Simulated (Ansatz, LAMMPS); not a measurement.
## Glassy 68SiO2-14MgO-11ZnO-7BaO (mol %) (75 atoms): geometry optimisation

Wanted: the relaxed structure of glassy 68SiO2-14MgO-11ZnO-7BaO (mol %) (75 atoms) and its electronic structure.

Calculated with Ansatz 0.2.0; Kohn-Sham DFT, PBE, PAW (set soft_2), plane waves.

## (1) The starting structure

The cell holds 75 atoms: 19 Si, 4 Mg, 3 Zn, 2 Ba and 47 O. Its edges and angles: a = 10.485 Å, b = 10.485 Å, c = 10.485 Å, α = 90.0°, β = 90.0°, γ = 90.0°. 75 atoms (19 Si, 4 Mg, 3 Zn, 2 Ba, 47 O) placed at random at 2.67 g/cm³, melted at 4000 K for 10 ps at fixed volume with the Morse and Coulomb pair potential with partial charges (Pedone, Malavasi, Menziani, Cormack and Segre, J. Phys. Chem. B 110, 11780 (2006)). Quenched from 4000 K to 300 K at 25 K/ps and fixed volume, held 5 ps, then minimised at fixed cell.

Before any run, some limits are plain. The quench rate of 25 K/ps is orders of magnitude faster than experiment, which tends to freeze in extra defects. The network of bonds at the start is that of the classical potential that made the cell. Sampling is at Γ alone, for a cell whose shortest periodic width is 10 Å. The levels lack spin–orbit coupling, which is large for the heavy elements here.

## (2) Single point at the start

A single point comes first, to see the forces before anything moves.

Contents of input.yaml:

```yaml
crystal:
  lattice:
    - [10.4854, 0.0, 0.0]
    - [0.0, 10.4854, 0.0]
    - [0.0, 0.0, 10.4854]
  atoms:
    - { symbol: Si, position: [0.49476, 0.66454, 0.59633] }
    - { symbol: Si, position: [0.52565, 0.21813, 0.51059] }
    - { symbol: Si, position: [0.33695, 0.2968, 0.28502] }
    - { symbol: Si, position: [0.6569, 0.90951, 0.16941] }
    [... 65 atom lines left out ...]
    - { symbol: O, position: [0.4416, 0.22772, 0.37845] }
    - { symbol: O, position: [0.61134, 0.59846, 0.5269] }
    - { symbol: O, position: [0.4356, 0.42983, 0.9292] }
    - { symbol: O, position: [0.355, 0.68798, 0.25928] }
    - { symbol: O, position: [0.33688, 0.20401, 0.88427] }
    - { symbol: O, position: [0.96292, 0.25589, 0.74866] }
kpoints:
  mp_grid: { grid: [1, 1, 1] }
hamiltonian:
  xc: pbe
scf:
  occupations: { method: fixed }
output:
  forces: true
  stress: true
  populations: intrinsic
  dos:
    method: { smearing: { sigma: 0.15 } }
    de: 0.1
    projected: { site_lists: { Ba: [Ba], Mg: [Mg], O: [O], Si: [Si], Zn: [Zn] } }
  eigenvalues: true
```

Launch:

```console
ansatz run input.yaml --threads 4 --pin off --max-ram 8192MiB --backend cpu --events-out ev --progress --plain --runs-dir out
```

It took 14 s on 4 threads of Arm Neoverse V2, shared host; peak memory 1.4 GiB; 51 s of CPU time.

Read from the output:

* free energy: -68376.0986 eV
* free energy per atom: -911.6813 eV/atom
* SCF cycles: 10
* pressure: 1.123 GPa
* r.m.s. force component: 0.9169 eV/Å
* longest force: 2.98 eV/Å
* Fermi energy: 3.277 eV
* gap (highest filled to lowest empty level): 2.723 eV

The r.m.s. force component of 0.92 eV/Å and the pressure of 1.1 GPa set the starting point.

Length of the force by element:

```tsv
element	coordination	atoms	mean length of the force (eV/Å)	spread	least	most
Ba	all	2	0.475	0.0751	0.400	0.550
Mg	all	4	1.13	0.522	0.260	1.61
O	all	47	1.53	0.730	0.521	2.98
Si	all	19	1.38	0.590	0.454	2.61
Zn	all	3	1.19	0.261	0.988	1.56
```

## (3) Relaxation

The atoms are relaxed in the fixed cell, aiming at the force tolerance of the input.

input.yaml, the sections that differ from step 2:

```yaml
output:
  forces: true
relax:
  f_tol: 0.05
  max_steps: 200
# crystal, kpoints, hamiltonian, scf: as in step 2
```

The job ended after 67 s (4 threads; peak memory 1.3 GiB; 4.2 min of CPU time).

Relaxation path:

```tsv
step	energy less that of the first step (eV)	largest force component (eV/Å)
1	0.0000	2.5174
2	-1.8950	1.3494
3	-3.0458	0.6992
4	-3.3318	0.8036
5	-3.4408	0.3977
6	-3.5118	0.3916
7	-3.5285	0.2837
8	-3.5654	0.1915
9	-3.5680	0.1726
10	-3.5712	0.1992
11	-3.5745	0.0378
12	-3.5745	0.0374
```

The atoms that moved most (Å):

```tsv
atom	dx	dy	dz	length
O40	0.057	-0.137	-0.341	0.372
O64	-0.316	0.067	0.057	0.328
O30	-0.040	0.287	0.053	0.295
O45	0.116	-0.081	0.229	0.269
Zn26	0.110	0.189	0.136	0.258
Mg20	-0.010	-0.237	-0.094	0.256
Ba28	-0.210	-0.090	0.034	0.231
O34	-0.044	0.173	0.145	0.230
```

The relaxation changed the energy by -47.7 meV/atom, and atoms moved by 0.15 Å r.m.s., 0.37 Å at most.

## (4) Structure statistics after relaxation

Density 2.67 g/cm³, 15.37 Å³ an atom.

g(r), total and by pair (bins of 0.2 Å):

```tsv
r (Å)	total	O-O	O-Si	O-Mg	O-Zn	O-Ba	Si-Si
1.50	0.66	0.00	2.07	0.00	0.00	0.00	0.00
1.70	3.95	0.00	12.46	0.00	0.00	0.00	0.00
1.90	0.66	0.00	0.00	5.83	5.28	0.00	0.00
2.10	0.33	0.00	0.00	3.30	2.24	0.00	0.00
2.30	0.09	0.00	0.00	0.00	1.75	0.00	0.00
2.50	0.51	1.03	0.00	0.41	0.49	0.77	0.00
2.70	2.38	5.64	0.00	0.00	0.00	4.07	0.00
2.90	0.29	0.35	0.00	0.31	0.00	0.55	0.58
3.10	0.62	0.52	0.05	0.00	0.68	0.98	3.96
3.30	0.77	0.56	0.33	0.00	0.00	1.38	2.88
3.50	0.86	0.91	0.91	0.79	0.80	0.38	0.00
3.70	0.85	0.61	1.06	1.98	1.41	0.73	0.00
3.90	1.12	0.68	1.57	1.29	2.14	1.25	0.17
4.10	1.42	0.81	2.58	1.45	0.97	1.18	0.59
4.30	1.36	0.92	1.94	1.18	1.92	1.60	0.54
4.50	0.81	0.80	0.84	1.21	0.81	0.24	0.87
4.70	1.07	1.26	0.82	1.44	1.18	1.10	0.91
4.90	1.06	1.42	0.58	0.92	0.40	1.21	1.70
5.10	1.21	1.52	0.87	0.75	1.39	1.31	1.48
```

## (5) Single point at the relaxed geometry

The electronic structure is read at the final geometry, in a run of its own.

Contents of input.yaml:

```yaml
crystal:
  lattice:
    - [10.4854, 0.0, 0.0]
    - [0.0, 10.4854, 0.0]
    - [0.0, 0.0, 10.4854]
  atoms:
    - { symbol: Si, position: [0.50158, 0.6674, 0.59266] }
    - { symbol: Si, position: [0.53197, 0.21891, 0.50458] }
    - { symbol: Si, position: [0.34228, 0.29809, 0.28524] }
    - { symbol: Si, position: [0.65068, 0.90206, 0.16025] }
    [... 65 atom lines left out ...]
    - { symbol: O, position: [0.44954, 0.21761, 0.3665] }
    - { symbol: O, position: [0.62098, 0.60584, 0.51899] }
    - { symbol: O, position: [0.42506, 0.42746, 0.92124] }
    - { symbol: O, position: [0.36505, 0.69823, 0.26649] }
    - { symbol: O, position: [0.32407, 0.21054, 0.88015] }
    - { symbol: O, position: [0.95833, 0.265, 0.74119] }
kpoints:
  mp_grid: { grid: [1, 1, 1] }
hamiltonian:
  xc: pbe
scf:
  occupations: { method: fixed }
output:
  forces: true
  stress: true
  populations: true
  dos:
    method: { smearing: { sigma: 0.08 } }
    de: 0.1
    projected: { site_lists: { Ba: [Ba], Mg: [Mg], O: [O], Si: [Si], Zn: [Zn] } }
  eigenvalues: true
  write_density: true
  write_potential: true
  volumetric_format: npy
  elf: true
```

The job ended after 14 s (4 threads; peak memory 1.4 GiB).

The program notes that the exchange-correlation potential is rough where the density is thin.

Read from the output:

```
free energy                                      : -68379.6731 eV
free energy per atom                             : -911.7290 eV/atom
SCF cycles                                       : 9
pressure                                         : -2.113 GPa
r.m.s. force component                           : 0.00873 eV/Å
longest force                                    : 0.04726 eV/Å
Fermi energy                                     : 2.776 eV
gap (highest filled to lowest empty level) : 3.361 eV
spilling of the projection                       : 0.01207
```

Löwdin charges by element (they lack the spilled electrons, 0.073 e an atom on average):

```tsv
element	coordination	atoms	mean charge (e)	spread	least	most
Ba	all	2	1.86	0.0073	1.85	1.86
Mg	all	4	1.65	0.0106	1.64	1.66
O	all	47	-0.889	0.100	-1.06	-0.786
Si	all	19	1.71	0.0464	1.64	1.80
Zn	all	3	1.49	0.0096	1.48	1.51
```

States in the cell by windows of 1 eV, zero at the Fermi level; the larger projections on atomic orbitals stand beside the total:

```tsv
from (eV)	to (eV)	total	O p	Si p	Zn d
-10	-9	7.9	5.2	0.4	0.0
-9	-8	9.0	6.0	0.7	0.0
-8	-7	13.5	9.5	1.6	0.2
-7	-6	22.1	15.3	3.3	2.2
-6	-5	31.2	13.7	2.4	14.1
-5	-4	33.5	19.8	2.5	8.6
-4	-3	51.2	41.8	3.3	2.4
-3	-2	54.7	49.3	1.7	1.2
-2	-1	51.8	48.2	1.2	0.8
-1	0	35.9	34.1	0.6	0.3
0	1	0.8	0.8	0.0	0.0
1	3	0.0	0.0	0.0	0.0
3	4	2.0	0.1	0.0	0.0
4	5	4.0	0.6	0.3	0.0
```

The curve was stored every 0.100 eV, coarse against its broadening of 0.08 eV, so these counts are rough.

With fixed occupations the program's Fermi level is the highest filled level; weight inside the gap is the broadening of levels at its edges.

Between -26 and -10 eV lie 109 more states.

The stored curve holds about 421 of the 454 electrons; the rest, give or take the few that broadening carries across the Fermi level, lie in deeper levels below its range.

The levels nearest the highest filled one (over half full), pooled over k-points and spins:

```tsv
level less the highest filled one (eV)	occupation
-0.381	2
-0.290	2
-0.250	2
-0.221	2
-0.116	2
0	2
3.36	0
4.49	0
4.61	0
5.28	0
5.55	0
5.61	0
```

Mean Löwdin charges: Ba +1.86, Mg +1.65, O -0.89, Si +1.71, Zn +1.49 e (they miss 1.2 % of the electrons, so they add up to more than the cell's charge).

## (6) Results

| Property | Result |
| --- | --- |
| energy change in the relaxation | -47.66 meV/atom |
| r.m.s. displacement | 0.154 Å |
| largest displacement | 0.372 Å |
| free energy per atom | -911.7290 eV/atom |
| pressure | -2.113 GPa |
| r.m.s. force component | 0.00873 eV/Å |
| gap (highest filled to lowest empty level) | 3.361 eV |
| wall time of the 3 DFT runs | 95 s |

In words: Relaxation lowers the energy by 47.7 meV/atom and moves atoms by 0.15 Å r.m.s.; the r.m.s. force component goes from 0.92 to 0.0087 eV/Å, the pressure goes from 1.1 to -2.1 GPa, and the gap from 2.72 to 3.36 eV. First to last step the energy falls by 3.574 eV; the largest move, 0.37 Å, is that of O40. The highest filled and lowest empty levels differ by 3.36 eV (at Γ alone); a semilocal functional tends to put such gaps too low. In a disordered cell it changes from sample to sample, and tail or defect levels can set it.

What to keep in mind: The starting topology of bonds comes from the classical model; in DFT atoms moved by 0.15 Å r.m.s. The pressure of -2.1 GPa shows the cell to be stretched for this functional.

[Logs are printed without paths, hosts, clocks, repeated set-up lines and the standing remarks that a program may print on its own settings, such as how far it seeks lower states.]

[Hosts, paths, dates, database ids (printed as entryN), source tags and the programs' standing remarks are cut or masked in the printed files.]
